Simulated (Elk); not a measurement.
# Spin spirals in MnAu by the generalised Bloch theorem

Aim: the energy of spin spirals in MnAu along a path of wavevectors.

Main program and level: Elk 11.2.3 (patched build); LDA (Perdew-Wang); all-electron APW+lo, Dirac cores, scalar-relativistic bands.

**1. The structure**

It takes space group Pm-3m (No. 221, cubic). The conventional cell has a = 3.208 Å, b = 3.208 Å, c = 3.208 Å, α = 90.00°, β = 90.00°, γ = 90.00°. Nearest to Mn lie 8 Au at 2.78 Å. Nearest to Au lie 8 Mn at 2.78 Å. Farther neighbours are not listed.

The cell comes from a database of computed structures and need not be the stable phase.

**2. Reference state**

The energies of all spirals count from this run, made with the same spinor basis and mesh so that errors cancel.

The moments start as ferro +, in the xy plane (a flat spiral, cone angle 90°).

The last three numbers of an atom's line are a seed field in its sphere. It points against the wanted moment and shrinks by the factor reducebf each loop.

Contents of elk.in:

```
tasks
  0
  33
  73

xctype
  3

rgkmax
  7.0

nempty
  14

swidth
  0.005

reducebf
  0.5

epsengy
  1e-06

maxscl
  100

lmaxi
  2

spinsprl
  .true.

spinpol
  .true.

vqlss
  0.000000 0.000000 0.000000

sppath
  './'

avec
  6.06178422636 0.00000000000 0.00000000000
  0.00000000000 6.06178422636 0.00000000000
  0.00000000000 0.00000000000 6.06178422636

atoms
  2
  'Mn.in'
  1
  0.5000000000 0.5000000000 0.5000000000   -0.105000 0.000000 0.000000
  'Au.in'
  1
  0.0000000000 0.0000000000 0.0000000000   0.000000 0.000000 0.000000

ngridk
  8 8 8

plot3d
  0 0 0
  1 0 0
  0 1 0
  0 0 1
  17 17 17
```

Command:

```
OMP_NUM_THREADS=2 elk
```

Numbers of over 12 decimals in the logs are rounded to 6 here.

What it wrote:

```text
┌─────────────────────────┐
│ Elk code version 11.2.3 │
└─────────────────────────┘

All units are atomic (Hartree, Bohr, etc.)

┌─────────────────────────────────────────────────┐
│ Ground-state run starting from atomic densities │
└─────────────────────────────────────────────────┘

Lattice vectors :
   6.061784226       0.000000000       0.000000000
   0.000000000       6.061784226       0.000000000
   0.000000000       0.000000000       6.061784226

Reciprocal lattice vectors :
   1.036524078       0.000000000       0.000000000
   0.000000000       1.036524078       0.000000000
   0.000000000       0.000000000       1.036524078

Unit cell volume      :    222.7416435
Brillouin zone volume :    1.113622983

Muffin-tin inner radius fraction :   0.1000000000E-01

Nuclei treated as point charges

Species : 1 (Mn)
 parameters loaded from : Mn.in
 name : manganese
 nuclear charge    :   -25.00000000
 electronic charge :    25.00000000
 atomic mass :    100145.9370
 muffin-tin radius :    2.399842676
 number of radial points in muffin-tin :    497
 inner part over the whole radius :   0.9798535987E-02
 number on inner part of muffin-tin    :    350
 approximate nuclear radius :   0.7074591925E-04
 number of mesh points to nuclear radius :    165
 atomic positions (lattice), magnetic fields (Cartesian) :
  1 :   0.00000000  0.00000000  0.00000000   -0.10500000  0.00000000  0.00000000

Species : 2 (Au)
 parameters loaded from : Au.in
 name : gold
 nuclear charge    :   -79.00000000
 electronic charge :    79.00000000
 atomic mass :    359048.0562
 muffin-tin radius :    2.799816456
 number of radial points in muffin-tin :    697
 inner part over the whole radius :   0.9813267011E-02
 number on inner part of muffin-tin    :    500
 approximate nuclear radius :   0.1033733540E-03
 number of mesh points to nuclear radius :    262
 atomic positions (lattice), magnetic fields (Cartesian) :
  1 :   0.50000000  0.50000000  0.50000000    0.00000000  0.00000000  0.00000000

Total number of atoms per unit cell :    2
Total muffin-tin volume :    149.8286900
 ratio of muffin-tin to unit cell volume :   0.6726568398

Spin treatment :
 spin-polarised
 global magnetic field (Cartesian) :    0.000000000       0.000000000       0.000000000
 non-collinear magnetisation
 spin-spiral state assumed
  q-vector (lattice)   :    0.000000000       0.000000000       0.000000000
  q-vector (Cartesian) :    0.000000000       0.000000000       0.000000000
  q-vector length      :    0.000000000

Number of Bravais lattice symmetries :   48
Number of crystal symmetries         :   48
Crystal has inversion symmetry
Real symmetric eigensolver will be used

k-point grid :      8     8     8
k-point offset :    0.000000000       0.000000000       0.000000000
k-point set is reduced with full crystal symmetry group
Total number of k-points :       35

Muffin-tin radius times maximum |G+k| :    7.000000000
 using average radius
Maximum |G+k| for APW functions       :    2.692484189
Maximum (1/2)|G+k|²                   :    3.624735553
Maximum |G| for potential and density :    12.00000000
Constant for pseudocharge density :    8
 order of it for each species :   15  15
 order of it for pair densities of each species (exact exchange by exxq0 0: 15) :    8  11
Radial integration step length :    1

G-vector grid sizes :     24    24    24
Number of G-vectors :     6619

Maximum angular momentum used for
 APW functions            :    8
 outer part of muffin-tin :    6
 inner part of muffin-tin :    2

Total nuclear charge    :   -104.0000000
Total core charge       :    58.00000000
Total valence charge    :    46.00000000
Total excess charge     :    0.000000000
Total electronic charge :    104.0000000

Effective Wigner radius, rₛ :   0.7996375080

Number of empty states         :     28
Total number of valence states :    104
Total number of core states    :     58

Third-order local-orbitals added for an l without core states : T
Total number of local-orbitals :     61

Exchange-correlation functional :      3     0     0
 Perdew-Wang/Ceperley-Alder, Phys. Rev. B 45, 13244 (1992)
 gradient requirement :    0
 local density approximation (LDA)

Smearing type :    3
 Fermi-Dirac
Smearing width :   0.5000000000E-02
Effective electronic temperature (K) :    1578.875124

Mixing type :    3
 Broyden mixing, J. Phys. A: Math. Gen. 17, L317 (1984)

Kohn-Sham potential initialised from atomic data

┌──────────────────────────────┐
│ Self-consistent loop started │
└──────────────────────────────┘

┌─────────────────┐
│ Loop number : 1 │
└─────────────────┘

Energies :
 Fermi                       :     0.106171
 sum of occupied eigenvalues :     -12391.997469919
 electron kinetic            :      23027.651278559
 core electron kinetic       :      22033.342002790
 Coulomb                     :     -42816.371121036
 Coulomb potential           :     -34915.050452994
 nuclear-nuclear             :     -1868.1406929685
 electron-nuclear            :     -47028.015048971
 Hartree                     :      6079.7846209034
 Madelung                    :     -25358.845894539
 xc potential                :     -504.46646665881
 xc effective B-field        :    -0.143242
 external B-field            :      0.000000
 exchange                    :     -394.23647318822
 correlation                 :     -10.376788640769
 electron entropic           :    -0.84611372401538E-02
 total energy                :     -20193.341565443
 (external B-field energy excluded from total)

Density of states at Fermi energy :    105.1889541
 (states/Hartree/unit cell)

Estimated indirect band gap :   0.8310380728E-03
 from k-point 18 to k-point 22
Estimated direct band gap   :   0.2370617841E-02
 at k-point 17

Charges :
 core                        :    58.00000000
 valence                     :    46.00000000
 interstitial                :    2.089393105
 muffin-tins (core leakage)
  species : 1 (Mn)
   atom 1                    :    24.69679318     ( -0.3595670488E-05)
  species : 2 (Au)
   atom 1                    :    77.21381371     (  0.1063272801E-03)
 total in muffin-tins        :    101.9106069
 total calculated charge     :    103.9994707
 total charge                :    104.0000000
 error                       :   0.5292785407E-03

Moments :
 interstitial                :   0.3596897492E-01 -0.3824225370E-11  0.6410776284E-10
 muffin-tins
  species : 1 (Mn)
   atom 1                    :    2.856505583     -0.4231039828E-10  0.8152945029E-10
  species : 2 (Au)
   atom 1                    :   0.3601157187     -0.1173070619E-10 -0.1252307406E-08
 total in muffin-tins        :    3.216621302     -0.5404110447E-10 -0.1170777956E-08
 total moment                :    3.252590277     -0.5786532984E-10 -0.1106670193E-08

┌─────────────────┐
│ Loop number : 2 │
└─────────────────┘

Energies :
 Fermi                       :     0.108988
 sum of occupied eigenvalues :     -12392.283003579
 electron kinetic            :      23028.040883830
 core electron kinetic       :      22033.227773323
 Coulomb                     :     -42817.189222171
 Coulomb potential           :     -34912.528857646
 nuclear-nuclear             :     -1868.1406929685
 electron-nuclear            :     -47032.235002284
 Hartree                     :      6083.1864730818
 Madelung                    :     -25360.924793348
 xc potential                :     -507.65764941488
 xc effective B-field        :    -0.152317
 external B-field            :      0.000000
 exchange                    :     -394.24403726893
 correlation                 :     -10.375712883633
 electron entropic           :    -0.79819032178350E-02
 total energy                :     -20193.776070397
 (external B-field energy excluded from total)

Density of states at Fermi energy :    99.43568228
 (states/Hartree/unit cell)

Estimated indirect band gap :   0.6098939608E-03
 from k-point 28 to k-point 29
Estimated direct band gap   :   0.3311370912E-02
 at k-point 29

Charges :
 core                        :    58.00000000
 valence                     :    46.00000000
 interstitial                :    2.082306196
 muffin-tins (core leakage)
  species : 1 (Mn)
   atom 1                    :    24.56019779     ( -0.3595670755E-05)
  species : 2 (Au)
   atom 1                    :    77.35749601     (  0.1055972332E-03)
 total in muffin-tins        :    101.9176938
 total calculated charge     :    103.9994889
 total charge                :    104.0000000
 error                       :   0.5110672895E-03

Moments :
 interstitial                :   0.4389240946E-01 -0.3548917597E-07  0.2475945949E-08
 muffin-tins
  species : 1 (Mn)
   atom 1                    :    2.950496442     -0.2578213711E-06 -0.7678229370E-08
  species : 2 (Au)
   atom 1                    :   0.3298304979      0.7493517074E-07  0.1619858849E-07
 total in muffin-tins        :    3.280326940     -0.1828862003E-06  0.8520359116E-08
 total moment                :    3.324219349     -0.2183753763E-06  0.1099630506E-07

RMS change in Kohn-Sham potential (target) :   0.3474017813     (  0.1000000000E-05)
Absolute change in total energy (target)   :   0.4345049541     (  0.1000000000E-05)

[... loops 3 to 22 left out ...]

┌──────────────────┐
│ Loop number : 23 │
└──────────────────┘

Energies :
 Fermi                       :     0.262764
 sum of occupied eigenvalues :     -12386.780763218
 electron kinetic            :      23039.645843880
 core electron kinetic       :      22034.929375791
 Coulomb                     :     -42828.497071585
 Coulomb potential           :     -34888.874341927
 nuclear-nuclear             :     -1868.1406929685
 electron-nuclear            :     -47078.924877757
 Hartree                     :      6118.5684991403
 Madelung                    :     -25384.059900622
 xc potential                :     -537.30423823524
 xc effective B-field        :    -0.248027
 external B-field            :      0.000000
 exchange                    :     -394.68157206494
 correlation                 :     -10.374851029022
 electron entropic           :    -0.32721187323711E-02
 total energy                :     -20193.910922918
 (external B-field energy excluded from total)

Density of states at Fermi energy :    38.41982099
 (states/Hartree/unit cell)

Estimated indirect band gap :   0.1627392719E-02
 from k-point 24 to k-point 23
Estimated direct band gap   :   0.3139254469E-02
 at k-point 24

Charges :
 core                        :    58.00000000
 valence                     :    46.00000000
 interstitial                :    1.932392992
 muffin-tins (core leakage)
  species : 1 (Mn)
   atom 1                    :    23.63924683     ( -0.3595670792E-05)
  species : 2 (Au)
   atom 1                    :    78.42836018     (  0.9257934856E-04)
 total in muffin-tins        :    102.0676070
 total calculated charge     :    103.9996051
 total charge                :    104.0000000
 error                       :   0.3949141905E-03

Moments :
 interstitial                :   0.1174803203     -0.1012427707E-04  0.3839201297E-06
 muffin-tins
  species : 1 (Mn)
   atom 1                    :    3.770940498     -0.4155409010E-03  0.1009117960E-05
  species : 2 (Au)
   atom 1                    :   0.8034287845E-01 -0.1590000181E-04  0.1963860569E-05
 total in muffin-tins        :    3.851283377     -0.4314409028E-03  0.2972978528E-05
 total moment                :    3.968763697     -0.4415651799E-03  0.3356898658E-05

RMS change in Kohn-Sham potential (target) :   0.1142100609E-06 (  0.1000000000E-05)
Absolute change in total energy (target)   :   0.1172229531E-06 (  0.1000000000E-05)

Convergence targets achieved

┌──────────────────┐
│ Loop number : 24 │
└──────────────────┘

Energies :
 Fermi                       :     0.262764
 sum of occupied eigenvalues :     -12386.780763281
 electron kinetic            :      23039.645843837
 core electron kinetic       :      22034.929375743
 Coulomb                     :     -42828.497071542
 Coulomb potential           :     -34888.874342035
 nuclear-nuclear             :     -1868.1406929685
 electron-nuclear            :     -47078.924877572
 Hartree                     :      6118.5684989978
 Madelung                    :     -25384.059900525
 xc potential                :     -537.30423816038
 xc effective B-field        :    -0.248027
 external B-field            :      0.000000
 exchange                    :     -394.68157206798
 correlation                 :     -10.374851029748
 electron entropic           :    -0.32721187457570E-02
 total energy                :     -20193.910922922
 (external B-field energy excluded from total)

Density of states at Fermi energy :    38.41982074
 (states/Hartree/unit cell)

Estimated indirect band gap :   0.1627394354E-02
 from k-point 24 to k-point 23
Estimated direct band gap   :   0.3139252725E-02
 at k-point 24

Charges :
 core                        :    58.00000000
 valence                     :    46.00000000
 interstitial                :    1.932392990
 muffin-tins (core leakage)
  species : 1 (Mn)
   atom 1                    :    23.63924684     ( -0.3595670750E-05)
  species : 2 (Au)
   atom 1                    :    78.42836017     (  0.9257934918E-04)
 total in muffin-tins        :    102.0676070
 total calculated charge     :    103.9996051
 total charge                :    104.0000000
 error                       :   0.3949141981E-03

Moments :
 interstitial                :   0.1174802974     -0.1061982109E-04  0.3857468329E-06
 muffin-tins
  species : 1 (Mn)
   atom 1                    :    3.770940461     -0.4314476187E-03  0.1068544223E-05
  species : 2 (Au)
   atom 1                    :   0.8034287998E-01 -0.1623886438E-04  0.1963978169E-05
 total in muffin-tins        :    3.851283341     -0.4476864831E-03  0.3032522392E-05
 total moment                :    3.968763638     -0.4583063042E-03  0.3418269225E-05

┌──────────────────────────────┐
│ Self-consistent loop stopped │
└──────────────────────────────┘

Wrote STATE.OUT
```

Run time: 3.2 min. Hardware: 2 threads of Intel Xeon Platinum 8559C (Emerald Rapids), shared host; peak memory 0.15 GiB.

Numbers from this step:

* density of states at the Fermi level: 1.412 states/eV/cell
* moment between the spheres: 0.1175, 0, 0 μB
* magnetization: 3.969, 0, 0 μB
* final state: ferromagnetic
* largest moment: 3.771 μB

After 24 cycles the largest moment stands at 3.77 μB.

[end of part 1 of 2]

[Logs and program files are shortened in this print: banners, set-up blocks, solver, clock and traceback lines can be left out without a mark of their own.]

[Logs are printed without paths, hosts, clocks, repeated set-up lines and the standing remarks that a program may print on its own settings, such as how far it seeks lower states.]

[Hosts, paths, dates, database ids (printed as entryN), source tags and the programs' standing remarks are cut or masked in the printed files.]

[Where a cell is said to come from a database of computed structures, the database is the Materials Project.]
